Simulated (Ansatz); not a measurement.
# Meshes and cutoff for the phonons of MgO (Periclase, Fm-3m), part 3 of 4

How do the frequencies of MgO (Periclase, Fm-3m) move with q mesh, k mesh and cutoff?

Ansatz 0.2.0; DFT PBEsol, scalar-relativistic, plane waves, PAW.

So far. Step 6 (Another q mesh, q mesh 6×6×6): The mean frequency is 388.4 cm⁻¹, +0.0 cm⁻¹ against the base run. Step 10 (Another k mesh, k-mesh 8×8×8, q mesh 2×2×2): The highest optical mode at the zone centre (no LO-TO term) is 387.5 cm⁻¹, +0.0 cm⁻¹ against the base run. The relaxed cell has a = 4.214 Å (conventional setting).

The database entry behind the starting cell differs from later determinations by our own check (about 0.1 % long), so it need not match the best structure at ambient conditions.

## (11) Another k mesh, q mesh 2×2×2

The k mesh is changed to 12×12×12 on a small fixed q mesh, to find the coarsest that serves.

File input.yaml:

```yaml
crystal:
  lattice:
    - [0.0, 2.1071057379, 2.1071057379]
    - [2.1071057379, 0.0, 2.1071057379]
    - [2.1071057379, 2.1071057379, 0.0]
  atoms:
    - { symbol: Mg, position: [0.0, 0.0, 0.0] }
    - { symbol: O, position: [0.5, 0.5, 0.5] }
kpoints:
  mp_grid: { grid: [12, 12, 12] }
hamiltonian:
  xc: pbesol
scf:
  occupations: { method: fixed }
output:
  eigenvalues: true
phonons:
  method: dfpt
  dielectric: true
  rigid_motions: translations
  qmesh: [2, 2, 2]
  temperatures: { t_max: 1000, t_step: 50 }
  qpath:
    path:
      - [[0.0, 0.0, 0.0], [0.5, 0.0, 0.5], [0.625, 0.25, 0.625]]
      - [[0.375, 0.375, 0.75], [0.0, 0.0, 0.0], [0.5, 0.5, 0.5], [0.5, 0.25, 0.75], [0.5, 0.0, 0.5]]
    npoints: 10
```

Launch:

```console
ansatz run input.yaml --threads 4 --pin off --max-ram 7168MiB --backend cpu --events-out ev --progress --plain --runs-dir out
```

Numbers of over 12 decimals in the logs are rounded to 6 here.

Output:

```text
[...]
Crystal: 2 atoms, lattice volume = 18.711 Å³
Basis set: ecut = 420 eV, 339 PW (Γ), exchange–correlation on 40×40×40 points (8 copies of the dense FFT grid, shifted against one another)
Bands: 12, of which v1, the nominal top of the filled ones, is band 8 counted from 1 (7 counted from 0)
Symmetry: 48 space group operations
k-points: 163 of 1728 (irreducible under 8 space group operations, time reversal used)
[...]
optical modes at Γ + LO–TO along q̂ = [0.0000, 1.0000, 0.0000]:
      ω (cm⁻¹)  modes    IR ((D/Å)²/amu)
        387.50      2            18.7553
        692.46      1             9.3776
  optical modes at Γ + LO–TO along q̂ = [0.0000, 0.0000, 1.0000]:
      ω (cm⁻¹)  modes    IR ((D/Å)²/amu)
        387.50      2            18.7553
        692.46      1             9.3776
--- Phonons (arbitrary-q DFPT): 3 irreducible q on the 2×2×2 mesh ---
[...]
interpolated dispersion: 63 rows × 6 modes
[...]
[key lines of the parts left out:]
SCF converged after 7 iterations
Free energy (F): -2475.871485 eV
Fermi energy:    7.994630 eV
```

It took 14 s on 4 threads of Arm Neoverse V1, shared host; peak memory 0.54 GiB.

Frequencies (cm⁻¹) solved at each irreducible wavevector; negative means imaginary. Frequencies by wavevector, by row:

| q in reciprocal lattice units | star | mode 1 | mode 2 | mode 3 | mode 4 | mode 5 | mode 6 |
| --- | --- | --- | --- | --- | --- | --- | --- |
| 0 0 0 | 1 | 0 | 0 | 0 | 387.5 | 387.5 | 387.5 |
| 0 0 -0.5 | 4 | 271.3 | 271.3 | 353.2 | 353.2 | 537.4 | 555.8 |
| 0 -0.5 -0.5 | 3 | 284.4 | 284.4 | 414.9 | 436.5 | 436.5 | 534.5 |

The highest optical mode at the zone centre (no LO-TO term) is 387.5 cm⁻¹, +0.0 cm⁻¹ against the base run.

## (12) Another k mesh, k-mesh 18×18×18, q mesh 2×2×2

The k mesh is changed to 18×18×18 on a small fixed q mesh, to find the coarsest that serves.

input.yaml: that of step 11 with these lines changed.

```diff
@@ -9,3 +9,3 @@
 kpoints:
-  mp_grid: { grid: [12, 12, 12] }
+  mp_grid: { grid: [18, 18, 18] }
 hamiltonian:
```

Output:

```text
[...]
Crystal: 2 atoms, lattice volume = 18.711 Å³
Basis set: ecut = 420 eV, 339 PW (Γ), exchange–correlation on 40×40×40 points (8 copies of the dense FFT grid, shifted against one another)
Bands: 12, of which v1, the nominal top of the filled ones, is band 8 counted from 1 (7 counted from 0)
Symmetry: 48 space group operations
k-points: 480 of 5832 (irreducible under 8 space group operations, time reversal used)
[...]
optical modes at Γ + LO–TO along q̂ = [0.0000, 1.0000, 0.0000]:
      ω (cm⁻¹)  modes    IR ((D/Å)²/amu)
        387.51      2            18.7553
        692.46      1             9.3777
  optical modes at Γ + LO–TO along q̂ = [0.0000, 0.0000, 1.0000]:
      ω (cm⁻¹)  modes    IR ((D/Å)²/amu)
        387.51      2            18.7553
        692.46      1             9.3777
--- Phonons (arbitrary-q DFPT): 3 irreducible q on the 2×2×2 mesh ---
[...]
interpolated dispersion: 63 rows × 6 modes
[...]
[key lines of the parts left out:]
SCF converged after 7 iterations
Free energy (F): -2475.871407 eV
Fermi energy:    7.994607 eV
```

Wall time 42 s (4 threads); peak memory 1.1 GiB.

The highest optical mode at the zone centre (no LO-TO term) is 387.5 cm⁻¹, +0.0 cm⁻¹ against the base run.

## (13) The series together

Times are for 4 threads of Arm Neoverse V1, shared host. The series side by side:

| no. | k-mesh | lowest mode on the q mesh (acoustic modes at Γ apart) (cm⁻¹) | highest frequency on the path or at a solved wavevector (cm⁻¹) | time | memory (GiB) |
| --- | --- | --- | --- | --- | --- |
| 1 | 8×8×8 | 271.3 | 692.4 | 9.8 s | 0.46 |
| 2 | 12×12×12 | 271.3 | 692.5 | 14 s | 0.54 |
| 3 | 18×18×18 | 271.3 | 692.5 | 42 s | 1.1 |

The runs together. Phonon density of states against wavenumber; read off at these points; values in 1/cm⁻¹/cell:

| wavenumber (cm⁻¹) | 8×8×8 | 12×12×12 = 18×18×18 |
| --- | --- | --- |
| 5 | 0 | 0 |
| 25 | 3.0e-5 | 3.0e-5 |
| 45 | 1.2e-4 | 1.2e-4 |
| 65 | 2.7e-4 | 2.7e-4 |
| 75 | 3.6e-4 | 3.6e-4 |
| 95 | 6.0e-4 | 6.0e-4 |
| 115 | 9.2e-4 | 9.2e-4 |
| 135 | 0.00134 | 0.00134 |
| 155 | 0.00189 | 0.00189 |
| 175 | 0.00263 | 0.00263 |
| 195 | 0.00363 | 0.00363 |
| 215 | 0.00511 | 0.00511 |
| 225 | 0.00614 | 0.00614 |
| 245 | 0.00965 | 0.00965 |
| 265 | 0.0258 | 0.0258 |
| 275 | 0.0263 | 0.0263 |
| 285 | 0.0199 | 0.0199 |
| 305 | 0.0122 | 0.0122 |
| 325 | 0.00968 | 0.00968 |
| 345 | 0.00843 | 0.00843 |
| 355 | 0.0189 | 0.0189 |
| 375 | 0.0232 | 0.0232 |
| 395 | 0.0324 | 0.0324 |
| 405 | 0.0325 | 0.0325 |
| 415 | 0.0257 | 0.0257 |
| 425 | 0.0315 | 0.0315 |
| 435 | 0.0272 | 0.0272 |
| 455 | 0.0177 | 0.0177 |
| 475 | 0.00436 | 0.00436 |
| 485 | 0.0057 | 0.0057 |
| 505 | 0.00877 | 0.00876 |
| 525 | 0.0096 | 0.0096 |
| 545 | 0.00685 | 0.00685 |
| 565 | 0.00561 | 0.00561 |
| 585 | 0.00467 | 0.00467 |
| 605 | 0.00402 | 0.00402 |
| 625 | 0.00344 | 0.00344 |
| 635 | 0.00314 | 0.00314 |
| 655 | 0.0025 | 0.0025 |
| 675 | 0.00168 | 0.00168 |
| 695 | 6.0e-5 | 6.0e-5 |

The runs together, line C_V. C_V, 8×8×8 = 12×12×12 = 18×18×18 against temperature:

| temperature (K) | C_V, 8×8×8 = 12×12×12 = 18×18×18 (J/mol-atom/K) |
| --- | --- |
| 0 | 0 |
| 50 | 0.455 |
| 100 | 4.26 |
| 150 | 9.55 |
| 200 | 13.8 |
| 250 | 16.7 |
| 300 | 18.7 |
| 350 | 20.1 |
| 400 | 21.1 |
| 450 | 21.8 |
| 500 | 22.4 |
| 550 | 22.8 |
| 600 | 23.1 |
| 650 | 23.4 |
| 700 | 23.6 |
| 750 | 23.8 |
| 800 | 23.9 |
| 850 | 24.0 |
| 900 | 24.1 |
| 950 | 24.2 |
| 1000 | 24.3 |

## (14) Another cutoff, cutoff 170 eV, q mesh 2×2×2

The cutoff is set to 170 eV on a small fixed q mesh.

input.yaml: that of step 12 with these lines changed.

```diff
@@ -9,3 +9,3 @@
 kpoints:
-  mp_grid: { grid: [18, 18, 18] }
+  mp_grid: { grid: [12, 12, 12] }
 hamiltonian:
@@ -18,4 +18,2 @@
   method: dfpt
-  dielectric: true
-  rigid_motions: translations
   qmesh: [2, 2, 2]
@@ -27 +25,3 @@
     npoints: 10
+basis:
+  ecutwfc: 170
```

Output:

```text
Warning: basis.ecutwfc = 170 eV is below the records' recommended 420 eV, and the density's cutoff is lower with it unless basis.ecutrho_ratio is high enough to keep the records' density cutoff: compare with a run at a higher cutoff
[...]
Crystal: 2 atoms, lattice volume = 18.711 Å³
Basis set: ecut = 170 eV, 113 PW (Γ), exchange–correlation on 30×30×30 points (8 copies of the dense FFT grid, shifted against one another)
Bands: 12, of which v1, the nominal top of the filled ones, is band 8 counted from 1 (7 counted from 0)
Symmetry: 48 space group operations
k-points: 72 of 1728
[...]
SCF iter   1: F=—  HF=-2459.226174 eV  |F-HF|=—  |Δ(HF+E_count)|=         —  Δρ=2.52e-1  dr2=5.78e0  ethr=1.77e-3  ⟨swp⟩=3.2  Hψ=4127  notcnv=0  defer=122
[...]
SCF iter   8: F=-2456.710044 eV  HF=-2456.710044 eV  |F-HF|=4.55e-13  |Δ(HF+E_count)|=  4.09e-12  Δρ=6.17e-8  dr2=5.01e-13  ethr=1.00e-12  ⟨swp⟩=4.7  Hψ=3528  notcnv=0
SCF 1 converged in 8 iterations: F = -2456.710044 eV  dr2 = 5.01e-13
[...]
k-points: 163 of 1728 (irreducible under 8 space group operations, time reversal used)
[...]
SCF iter   2: F=-2456.710044 eV  HF=-2456.710044 eV  |F-HF|=0.00e0  |Δ(HF+E_count)|=  6.82e-12  Δρ=1.67e-8  dr2=1.66e-14  ethr=1.00e-12  ⟨swp⟩=3.7  Hψ=5226  notcnv=0
SCF 2 converged in 2 iterations: F = -2456.710044 eV  dr2 = 1.66e-14
[...]
SCF converged after 8 iterations
Free energy (F): -2456.710044 eV
[...]
Internal energy: -2456.710044 eV  (E = F + TS)
E sigma→0 (E₀):  -2456.710044 eV
Fermi energy:    8.528593 eV
[...]
--- Band table (eV; the first three rows and the last of 72) ---
  k-point 0: bands = [... 4 lower, -11.2466, 7.1859, 7.1859, 7.1859, 11.7924, 23.9668, 23.9668, 23.9668]
  k-point 1: bands = [... 4 lower, -11.0635, 7.8030, 8.0629, 8.0629, 12.6930, 23.0746, 24.1421, 24.1421]
  k-point 2: bands = [... 4 lower, -10.8877, 6.7382, 7.9610, 7.9610, 13.8839, 21.8071, 24.5792, 24.5792]
  k-point 71: bands = [... 4 lower, -9.9397, 4.7456, 4.7456, 6.3652, 19.7963, 19.7963, 20.3741, 23.2697]
[...]
ASR residual: 2.654e-2 → 0.000e0 eV/Å²; symmetrization residual: 1.928e-6 eV/Å²
  ASR residual per site (eV/Å²): 2.65e-2 1.96e-2
  Γ frequencies (cm⁻¹): 0.00 0.00 0.00 614.05 614.05 614.05
  Unit cell's response to a homogeneous field, on a k mesh of 12×12×12: 1 representative field direction (Σ response iterations 7)
  ε∞ (high-frequency dielectric tensor):
        3.674390     0.000000    -0.000000
        0.000000     3.674390    -0.000000
        0.000000     0.000000     3.674390
  ε⁰ (static dielectric tensor): not given — the deck does not say what the cell's rigid motions are, and on a molecule in a box or a wire the rigid rotations would enter the sum over the modes at Γ. For a crystal or a slab, whose only rigid motions are the translations, set phonons.rigid_motions: translations.
  Born effective charges Z* (e; rows j = field, columns β = displacement):
    site 0:
         1.94128    0.00000   -0.00000
         0.00000    1.94128    0.00000
         0.00000    0.00000    1.94128
    site 1:
        -1.94128   -0.00000    0.00000
        -0.00000   -1.94128    0.00000
         0.00000   -0.00000   -1.94128
  Z* charge neutrality: 5.579e-4 e pre-enforcement
[...]
optical modes at Γ without the LO–TO term, one row a degenerate level:
      ω (cm⁻¹)  modes    IR ((D/Å)²/amu)
        614.05      3            27.0346
  optical modes at Γ + LO–TO along q̂ = [1.0000, 0.0000, 0.0000]:
      ω (cm⁻¹)  modes    IR ((D/Å)²/amu)
        614.05      2            18.0231
        810.33      1             9.0115
  optical modes at Γ + LO–TO along q̂ = [0.0000, 1.0000, 0.0000]:
      ω (cm⁻¹)  modes    IR ((D/Å)²/amu)
        614.05      2            18.0231
        810.33      1             9.0115
  optical modes at Γ + LO–TO along q̂ = [0.0000, 0.0000, 1.0000]:
      ω (cm⁻¹)  modes    IR ((D/Å)²/amu)
        614.05      2            18.0231
        810.33      1             9.0115
--- Phonons (arbitrary-q DFPT): 3 irreducible q on the 2×2×2 mesh ---
[...]
interpolated dispersion: 63 rows × 6 modes
[...]
```

Run time: 8.8 s. Hardware: 4 threads; peak memory 0.51 GiB; 30 s of CPU time.

The run finished; it serves as a test, and its numbers are not taken as the result.

## (15) Another cutoff, cutoff 230 eV, q mesh 2×2×2

The cutoff is set to 230 eV on a small fixed q mesh.

input.yaml: that of step 14 with these lines changed.

```diff
@@ -26,2 +26,2 @@
 basis:
-  ecutwfc: 170
+  ecutwfc: 230
```

Output:

```text
[...]
Crystal: 2 atoms, lattice volume = 18.711 Å³
Basis set: ecut = 230 eV, 169 PW (Γ), exchange–correlation on 30×30×30 points (8 copies of the dense FFT grid, shifted against one another)
Bands: 12, of which v1, the nominal top of the filled ones, is band 8 counted from 1 (7 counted from 0)
Symmetry: 48 space group operations
k-points: 72 of 1728
[...]
SCF iter   1: F=—  HF=-2472.519250 eV  |F-HF|=—  |Δ(HF+E_count)|=         —  Δρ=9.37e-2  dr2=7.03e-1  ethr=1.77e-3  ⟨swp⟩=3.9  Hψ=4501  notcnv=0  defer=124
[...]
SCF iter   8: F=-2472.284806 eV  HF=-2472.284806 eV  |F-HF|=0.00e0  |Δ(HF+E_count)|=  4.55e-12  Δρ=8.37e-8  dr2=4.64e-13  ethr=1.00e-12  ⟨swp⟩=5.0  Hψ=3089  notcnv=0
SCF 1 converged in 8 iterations: F = -2472.284806 eV  dr2 = 4.64e-13
[...]
k-points: 163 of 1728 (irreducible under 8 space group operations, time reversal used)
[...]
SCF iter   2: F=-2472.284806 eV  HF=-2472.284806 eV  |F-HF|=0.00e0  |Δ(HF+E_count)|=  1.14e-11  Δρ=3.86e-8  dr2=9.03e-14  ethr=1.00e-12  ⟨swp⟩=4.2  Hψ=5890  notcnv=0
SCF 2 converged in 2 iterations: F = -2472.284806 eV  dr2 = 9.03e-14
[...]
SCF converged after 8 iterations
Free energy (F): -2472.284806 eV
[...]
Internal energy: -2472.284806 eV  (E = F + TS)
E sigma→0 (E₀):  -2472.284806 eV
Fermi energy:    7.898422 eV
[...]
--- Band table (eV; the first three rows and the last of 72) ---
  k-point 0: bands = [... 4 lower, -9.6808, 7.6983, 7.6983, 7.6983, 12.3265, 23.7138, 23.7138, 23.7138]
  k-point 1: bands = [... 4 lower, -9.5931, 7.4421, 7.8984, 7.8984, 12.8694, 22.7360, 23.9078, 23.9078]
  k-point 2: bands = [... 4 lower, -9.3889, 6.3880, 7.7559, 7.7559, 13.8628, 21.3445, 24.3060, 24.3060]
  k-point 71: bands = [... 4 lower, -8.1269, 5.1490, 5.1490, 6.2023, 19.6711, 19.6711, 20.1224, 23.2786]
[...]
ASR residual: 3.121e-4 → 0.000e0 eV/Å²; symmetrization residual: 1.586e-6 eV/Å²
  ASR residual per site (eV/Å²): 3.12e-4 1.15e-4
  Γ frequencies (cm⁻¹): 0.00 0.00 0.00 344.14 344.14 344.14
[...]
ε∞ (high-frequency dielectric tensor):
        3.318601     0.000000     0.000000
        0.000000     3.318601    -0.000000
        0.000000     0.000000     3.318601
[...]
Born effective charges Z* (e; rows j = field, columns β = displacement):
    site 0:
         1.98425    0.00000   -0.00000
         0.00000    1.98425    0.00000
         0.00000   -0.00000    1.98425
    site 1:
        -1.98425   -0.00000    0.00000
        -0.00000   -1.98425   -0.00000
         0.00000    0.00000   -1.98425
  Z* charge neutrality: 4.168e-6 e pre-enforcement
[...]
optical modes at Γ without the LO–TO term, one row a degenerate level:
      ω (cm⁻¹)  modes    IR ((D/Å)²/amu)
        344.14      3            28.2447
  optical modes at Γ + LO–TO along q̂ = [1.0000, 0.0000, 0.0000]:
      ω (cm⁻¹)  modes    IR ((D/Å)²/amu)
        344.14      2            18.8298
        664.70      1             9.4149
  optical modes at Γ + LO–TO along q̂ = [0.0000, 1.0000, 0.0000]:
      ω (cm⁻¹)  modes    IR ((D/Å)²/amu)
        344.14      2            18.8298
        664.70      1             9.4149
  optical modes at Γ + LO–TO along q̂ = [0.0000, 0.0000, 1.0000]:
      ω (cm⁻¹)  modes    IR ((D/Å)²/amu)
        344.14      2            18.8298
        664.70      1             9.4149
--- Phonons (arbitrary-q DFPT): 3 irreducible q on the 2×2×2 mesh ---
[...]
interpolated dispersion: 63 rows × 6 modes
[...]
```

The job ended after 9.4 s (4 threads; peak memory 0.43 GiB).

The run finished; it serves as a test, and its numbers are not taken as the result.

(Part 3 of 4 ends here.)

[Logs are printed without paths, hosts, clocks, repeated set-up lines and the standing remarks that a program may print on its own settings, such as how far it seeks lower states.]

[Hosts, paths, dates, database ids (printed as entryN), source tags and the programs' standing remarks are cut or masked in the printed files.]
